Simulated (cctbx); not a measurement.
# CeSmBe5Fe12B2: precision against data quality

Space group Cm (no. 8), a = 9.2290 Å, b = 8.3820 Å, c = 6.3920 Å, α = 90.00°, β = 100.07°, γ = 90.00°.

```
atom  mult.       x       y       z  Ueq (Å²)
 Sm1      2  0.8429     1/2  0.6650    0.0095
 Ce1      2  0.1547     1/2  0.3290    0.0110
 Fe1      4  0.2462  0.2475  0.9891    0.0110
 Fe2      2  0.1600     1/2  0.8552    0.0151
 Fe3      4  0.8943  0.2408  0.3321    0.0116
 Fe4      2  0.8509     1/2  0.1480    0.0114
 Fe5      4  0.0934  0.7522  0.6509    0.0154
 Fe6      4  0.6409  0.6322  0.2869    0.0148
 Fe7      4  0.9976  0.7095  0.9987    0.0122
  B1      4  0.2521  0.7468  0.5024    0.0237
 Be1      2  0.5037     1/2  0.5015    0.0193
 Be2      4  0.8640  0.1412  0.7141    0.0245
 Be3      2  0.5938     1/2  0.8986    0.0212
 Be4      2  0.4047     1/2  0.1031    0.0181
```

The model is made up (kin elements in a known structure type, no relaxation), so it says nothing on whether the phase exists.

Five simulated data sets (cctbx; Mo Kα, λ = 0.71073 Å; 2 % proportional error) differ in resolution or exposure (noise floor 8 counts in the first three, 8 in the last two). Each is refined with the right model, isotropic at 1.1 Å and anisotropic otherwise. How do the figures of merit and the uncertainties move?

| d min (Å) | top counts | ⟨I/σ⟩ (unmerged, absences included) | unique | param. (scale apart) | Rint | R1 | GooF | largest s.u. xyz (fractional) | s.u. U of Be1 (Å²) | largest error (Å) |
| --- | --- | --- | --- | --- | --- | --- | --- | --- | --- | --- |
| 1.1 | 20000 | 10.5 | 419 | 49 | 0.020 | 0.0128 | 0.91 | 0.00666 | 0.0043 | 0.0656 |
| 0.84 | 20000 | 8.9 | 916 | 105 | 0.021 | 0.0155 | 0.94 | 0.00547 | 0.0064 | 0.0378 |
| 0.6 | 20000 | 6.3 | 2459 | 105 | 0.028 | 0.0227 | 0.95 | 0.00415 | 0.0038 | 0.0311 |
| 0.75 | 300 | 0.5 | 1292 | 105 | 0.371 | 0.1331 | 0.95 | 0.09133 | 0.0476 | 0.0836 |
| 0.75 | 3000 | 2.9 | 1292 | 105 | 0.069 | 0.0452 | 0.95 | 0.01541 | 0.0138 | 0.1006 |

The number of reflections grows roughly as 1/d³: 419, 916 and 2459 here. R1 follows the noise rather than the truth: at 300 counts it is 0.1331, at 3000 counts 0.0452, while GooF is 0.95 and 0.95: the weights 1/σ² carry the noise. The s.u. of U (U11 where anisotropic) for Be1 goes 0.0043, 0.0064, 0.0038 Å² with resolution and 0.0476, 0.0138 Å² with exposure.

Hardware for the 0.6 Å refinement: 0.8 s on 1 thread of Arm Neoverse V2, on a shared host, peak memory 0.1 GiB.

[Logs are printed without paths, hosts, clocks, repeated set-up lines and the standing remarks that a program may print on its own settings, such as how far it seeks lower states.]
